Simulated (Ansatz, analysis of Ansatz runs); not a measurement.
# Migration in Y4S3N2 (C2/m): H transfer from N to S, charge +1, part 2 of 2

How high is the barrier when H changes place in Y4S3N2 (C2/m)? The case: H transfer from N to S, charge +1, in a cell of 36 host atoms with 1 H put in.

Ansatz 0.2.0; plane-wave PAW DFT, PBEsol; nudged elastic band between two relaxed defect structures at fixed charge in a uniform background.

So far. Step 2 (Relaxation of the start point, charge +1): Among the atoms that came to bonding distance: N33–H37 1.05 Å (from 2.04).

## (4) Nudged elastic band, charge +1

3 movable images are laid between the ends on a pair-potential path, which keeps atoms from colliding in the first guess. Each image feels the true force across the path and a spring force along it. The highest image is set to climb to the top of the path.

This step: plane-wave PAW DFT, PBEsol; nudged elastic band between two relaxed defect structures at fixed charge in a uniform background.

Input file qp1_c36k1s.neb/input.yaml:

```yaml
crystal:
  lattice:
    - [12.77813411, 0.0, -0.02476517]
    - [0.0, 7.58297771, 0.0]
    - [-6.06062451, 0.0, 7.65368011]
  atoms:
    - { symbol: "Y", position: [0.26103554, 0.2500145, 0.65287159] }
    - { symbol: "Y", position: [0.7612371, 0.00052505, 0.64866667] }
    - { symbol: "Y", position: [0.25163491, 0.01392488, 0.35738915] }
    - { symbol: "Y", position: [0.74298551, 0.24994086, 0.35240168] }
    - { symbol: "Y", position: [0.43840839, -0.00171992, 0.14357598] }
    - { symbol: "Y", position: [0.93961034, 0.24972582, 0.14467548] }
    - { symbol: "Y", position: [0.06627374, 0.25036841, 0.85490251] }
    - { symbol: "Y", position: [0.56676441, 0.00188246, 0.85782719] }
    - { symbol: S, position: [0.00423862, -0.00091574, 0.00306911] }
    - { symbol: S, position: [0.5020916, 0.24987866, 0.00017897] }
    - { symbol: S, position: [0.17497095, -0.00046076, 0.78042548] }
    - { symbol: S, position: [0.67609019, 0.25039581, 0.7842157] }
    - { symbol: S, position: [0.33189767, 0.24958919, 0.21944584] }
    - { symbol: S, position: [0.83034675, -0.00045684, 0.21913107] }
    - { symbol: "N", position: [0.14968174, 0.24934689, 0.36286446] }
    - { symbol: "N", position: [0.64632006, -0.00082712, 0.35966742] }
    - { symbol: "N", position: [0.35776547, -0.00021463, 0.64045335] }
    - { symbol: "N", position: [0.85814638, 0.25045345, 0.64112408] }
    - { symbol: "Y", position: [0.26310568, 0.75005893, 0.64861198] }
    - { symbol: "Y", position: [0.76126037, 0.49953172, 0.64867796] }
    - { symbol: "Y", position: [0.25194291, 0.4854406, 0.35776293] }
    - { symbol: "Y", position: [0.74337143, 0.74984257, 0.3530042] }
    - { symbol: "Y", position: [0.43832227, 0.50096733, 0.14333655] }
    - { symbol: "Y", position: [0.91974136, 0.74974117, 0.12711654] }
    - { symbol: "Y", position: [0.06615739, 0.75031035, 0.85439359] }
    - { symbol: "Y", position: [0.56693867, 0.49863604, 0.85800023] }
    - { symbol: S, position: [0.00438294, 0.50107685, 0.00320785] }
    - { symbol: S, position: [0.50070506, 0.75001352, -0.00247527] }
    - { symbol: S, position: [0.17458086, 0.50115911, 0.77985618] }
    - { symbol: S, position: [0.6749215, 0.75030432, 0.78328681] }
    - { symbol: S, position: [0.3288952, 0.74938543, 0.21959624] }
    - { symbol: S, position: [0.83000304, 0.49973363, 0.21871562] }
    - { symbol: "N", position: [0.14473958, 0.74915777, 0.34978105] }
    - { symbol: "N", position: [0.64634028, 0.49947811, 0.35967412] }
    - { symbol: "N", position: [0.35772546, 0.50140798, 0.64057072] }
    - { symbol: "N", position: [0.85752666, 0.75056614, 0.64100336] }
    - { symbol: H, position: [0.14273257, 0.74937961, 0.24060106] }
total_charge: 1
basis:
  ecutwfc: 420
  xc_grid: 2
hamiltonian:
  xc: pbesol
kpoints:
  mp_grid: { grid: [1, 1, 1], shift: [0.25, 0.25, 0.25] }
scf:
  occupations: { method: fixed }
  max_iter: 120
output:
  forces: true
neb:
  images: 3
  f_tol: 0.04
  climbing: true
  initial_path: idpp
  max_iterations: 45
  order_check: false
  final_atoms:
    - { symbol: "Y", position: [0.26185619, 0.25026247, 0.65635326] }
    - { symbol: "Y", position: [0.75903026, 0.00258285, 0.64730499] }
    - { symbol: "Y", position: [0.24509059, 0.0072538, 0.36165506] }
    - { symbol: "Y", position: [0.74609464, 0.24993093, 0.35349139] }
    - { symbol: "Y", position: [0.44023082, 0.0062095, 0.14154681] }
    - { symbol: "Y", position: [0.93711028, 0.24960553, 0.14347012] }
    - { symbol: "Y", position: [0.06735113, 0.25046442, 0.85863039] }
    - { symbol: "Y", position: [0.56879285, -0.00036408, 0.85851647] }
    - { symbol: S, position: [0.00733924, -0.00384914, 0.00243719] }
    - { symbol: S, position: [0.505755, 0.25016263, 0.00283499] }
    - { symbol: S, position: [0.17701353, -0.0015741, 0.78784379] }
    - { symbol: S, position: [0.67677157, 0.25023357, 0.78441904] }
    - { symbol: S, position: [0.33048262, 0.24944741, 0.22112279] }
    - { symbol: S, position: [0.83034247, -0.00110924, 0.2186118] }
    - { symbol: "N", position: [0.14535016, 0.24940857, 0.36518873] }
    - { symbol: "N", position: [0.64567308, 0.00046863, 0.35900328] }
    - { symbol: "N", position: [0.35904668, 0.00254958, 0.6467438] }
    - { symbol: "N", position: [0.8582999, 0.25048133, 0.6419597] }
    - { symbol: "Y", position: [0.26232509, 0.75020105, 0.65183829] }
    - { symbol: "Y", position: [0.75919478, 0.49745702, 0.64747296] }
    - { symbol: "Y", position: [0.24511465, 0.49237824, 0.36156488] }
    - { symbol: "Y", position: [0.74057509, 0.74985681, 0.34673214] }
    - { symbol: "Y", position: [0.4403918, 0.49313967, 0.14194854] }
    - { symbol: "Y", position: [0.94128736, 0.74972233, 0.14659404] }
    - { symbol: "Y", position: [0.05367936, 0.75053744, 0.83767798] }
    - { symbol: "Y", position: [0.56870636, 0.50093239, 0.85832628] }
    - { symbol: S, position: [0.00764459, 0.50416626, 0.00268304] }
    - { symbol: S, position: [0.5014019, 0.7497087, 0.00128607] }
    - { symbol: S, position: [0.17732464, 0.50262614, 0.78829956] }
    - { symbol: S, position: [0.67556075, 0.75037327, 0.78191852] }
    - { symbol: S, position: [0.37400746, 0.74983165, 0.28238985] }
    - { symbol: S, position: [0.83054195, 0.50027269, 0.21866907] }
    - { symbol: "N", position: [0.15115627, 0.74930464, 0.36206385] }
    - { symbol: "N", position: [0.64574649, 0.49824458, 0.35927334] }
    - { symbol: "N", position: [0.35875112, 0.49867951, 0.64656272] }
    - { symbol: "N", position: [0.85160495, 0.75041841, 0.63318441] }
    - { symbol: H, position: [0.23583284, 0.74984694, 0.17041991] }
```

On the command line:

```
$ ansatz run input.yaml --threads 32 --pin off --max-ram 84787MiB --backend cuda --events-out ev --progress --plain --runs-dir out --max-vram 78GiB
```

It took 8.4 s on 1 × NVIDIA GB200 with 32 threads of Arm Neoverse V2, shared host; peak memory 1.7 GiB.

The path, image by image:

```csv
image,path (Å),energy (eV),"H37: x, y, z (Å)"
0,0.000,0.0000,"0.366, 5.683, 1.838"
1,0.476,0.1740,"0.747, 5.683, 1.958"
2,0.952,1.1550,"1.182, 5.683, 1.856"
3,1.429,1.5390,"1.541, 5.684, 1.633"
4,2.046,1.4820,"1.981, 5.686, 1.298"
```

Read from the output:

| Item | Value |
| --- | --- |
| free energy | -74464.2922 eV |
| barrier forward | 1.539 eV |
| barrier backward | 0.05709 eV |
| end less start | 1.482 eV |
| hop length | 1.703 Å |

Track of the atom that was set to move:

```csv
image,x (Å),y (Å),z (Å),nearest neighbour,distance (Å)
0,0.366,5.683,1.838,N,1.05
1,0.747,5.683,1.958,N,1.077
2,1.182,5.683,1.856,N,1.431
3,1.541,5.684,1.633,S,1.444
4,1.981,5.686,1.298,S,1.382
```

The band met its tolerance of 0.04 eV/Å after 8 iterations, with image 3 on top (the start counts as 0). H37, which moves farthest between the ends, has 1 N at 1.05 Å nearest at the start and 1 S at 1.44 Å at the top.

## (5) Single point at the top of the path, PBEsol

A single point at the top of the band gives the levels near the gap and the populations there.

This step: plane-wave PAW DFT, PBEsol; single point of a defect supercell on a structure of the PBEsol path.

Input file qp1_c36k1s.top.probe/input.yaml:

```yaml
crystal:
  lattice:
    - [12.77813411, 0.0, -0.02476517]
    - [0.0, 7.58297771, 0.0]
    - [-6.06062451, 0.0, 7.65368011]
  atoms:
    - { symbol: "Y", position: [0.26166971, 0.2501128, 0.65654449] }
    - { symbol: "Y", position: [0.7593923, 0.00148028, 0.64718557] }
    - { symbol: "Y", position: [0.24687867, 0.01226199, 0.36103243] }
    - { symbol: "Y", position: [0.74463298, 0.25000836, 0.35233439] }
    - { symbol: "Y", position: [0.43837287, 0.00499385, 0.14003557] }
    - { symbol: "Y", position: [0.93662989, 0.24970661, 0.1431994] }
    - { symbol: "Y", position: [0.0659559, 0.25037128, 0.85549308] }
    - { symbol: "Y", position: [0.56889265, -0.00010625, 0.85882176] }
    - { symbol: S, position: [0.00589401, -0.00079054, 0.00140239] }
    - { symbol: S, position: [0.50471364, 0.25024629, 0.00265713] }
    - { symbol: S, position: [0.17583569, -0.00166542, 0.78437736] }
    - { symbol: S, position: [0.676035, 0.25020204, 0.78367903] }
    - { symbol: S, position: [0.33028115, 0.24942519, 0.21973545] }
    - { symbol: S, position: [0.83094729, -0.00215868, 0.21877829] }
    - { symbol: "N", position: [0.14518974, 0.24925835, 0.36533978] }
    - { symbol: "N", position: [0.64451503, -0.00049794, 0.3579467] }
    - { symbol: "N", position: [0.35907161, 0.00276344, 0.64568394] }
    - { symbol: "N", position: [0.8571688, 0.2505404, 0.6400777] }
    - { symbol: "Y", position: [0.2625459, 0.75010261, 0.64839534] }
    - { symbol: "Y", position: [0.75953725, 0.49853966, 0.64734251] }
    - { symbol: "Y", position: [0.24685765, 0.48713553, 0.36095396] }
    - { symbol: "Y", position: [0.7410465, 0.74990295, 0.34804103] }
    - { symbol: "Y", position: [0.43844655, 0.49434301, 0.14037217] }
    - { symbol: "Y", position: [0.94031252, 0.74984504, 0.14296413] }
    - { symbol: "Y", position: [0.05835571, 0.75046715, 0.84452046] }
    - { symbol: "Y", position: [0.56878031, 0.50074674, 0.85841299] }
    - { symbol: S, position: [0.00612599, 0.50109193, 0.00163964] }
    - { symbol: S, position: [0.50018656, 0.74964848, -0.0005097] }
    - { symbol: S, position: [0.17609709, 0.50253611, 0.78474889] }
    - { symbol: S, position: [0.67711328, 0.7504784, 0.78447079] }
    - { symbol: S, position: [0.3523649, 0.74979263, 0.25630337] }
    - { symbol: S, position: [0.83117767, 0.50139719, 0.21899121] }
    - { symbol: "N", position: [0.15415321, 0.74925482, 0.35478971] }
    - { symbol: "N", position: [0.64456369, 0.49928832, 0.35820661] }
    - { symbol: "N", position: [0.35884716, 0.49850632, 0.64549513] }
    - { symbol: "N", position: [0.85432759, 0.75050757, 0.63584875] }
    - { symbol: H, position: [0.22216553, 0.74957083, 0.21411972] }
total_charge: 1
basis:
  ecutwfc: 420
  xc_grid: 2
hamiltonian:
  xc: pbesol
kpoints:
  mp_grid: { grid: [1, 1, 1], shift: [0.25, 0.25, 0.25] }
scf:
  occupations: { method: fixed }
  max_iter: 120
output:
  forces: true
  eigenvalues: true
  eigenstates: { localisation: true }
  populations: true
  write_density: true
  write_potential: true
  volumetric_format: npy
  elf: true
checkpoint:
  write: "../qp1_c36k1s.top.probe.run"
  compress: false
  write_wavefunctions: false
  write_every: 100000
```

Elapsed: 1.5 s, on 1 × NVIDIA GB200 with 32 threads; peak memory 1.3 GiB.

Numbers from this step:

```yaml
free_energy: -74464.2922 eV
```

From eigenstates.tsv, first k-point; energies on the run's zero. The participation number counts the atoms that a state is spread over, of 37; bands count from 0.

```csv
spin,band,energy (eV),occupation,participation,largest share on,share
both,138,7.633,2.00,15.4,N15,0.11
both,139,7.661,2.00,13.7,N18,0.16
both,140,7.737,2.00,15.3,N16,0.13
both,141,7.799,2.00,16.5,N34,0.13
both,142,7.868,2.00,17.6,N16,0.11
both,143,8.098,2.00,17.8,N18,0.10
both,144,9.895,0.00,18.2,Y5,0.11
both,145,10.224,0.00,18.1,Y24,0.10
both,146,10.791,0.00,20.0,S31,0.13
both,147,10.957,0.00,26.8,Y6,0.09
both,148,11.069,0.00,29.5,Y8,0.07
```

Under PBEsol at one point at (¼, ¼, ¼), the highest filled state is spread over 18 of 37 atoms, and the lowest empty one, 1.80 eV above it, is spread over 18 of 37 atoms.

The distance between the highest filled and the lowest empty level goes from 1.90 eV at the start to 1.80 eV at the top.

## (6) What came out

```json
{"barrier forward": "1.54 eV", "barrier backward": "0.06 eV", "end less start": "1.48 eV", "hop length": "1.70 Å", "band iterations, as the log counts them": "8"}
```

**Reading.** The top of the band lies 1.54 eV above the start and 0.06 eV above the end. The ends differ by 1.48 eV, so they aren't like places or like states; the smaller barrier is only the way out of the higher one. For hydrogen, zero-point energy and tunnelling change the rate much, so no rate follows from this barrier alone. The order of the top as a saddle was not checked for all atoms, so a bent path could be lower. No image-charge correction is applied; it largely cancels along a path if the charge stays localised alike. What this leaves open: one k-point off the zone centre stands for the whole zone; periodic copies of the defect are only 7.6 Å apart.

[Logs are printed without paths, hosts, clocks, repeated set-up lines and the standing remarks that a program may print on its own settings, such as how far it seeks lower states.]

[Hosts, paths, dates, database ids (printed as entryN), source tags and the programs' standing remarks are cut or masked in the printed files.]
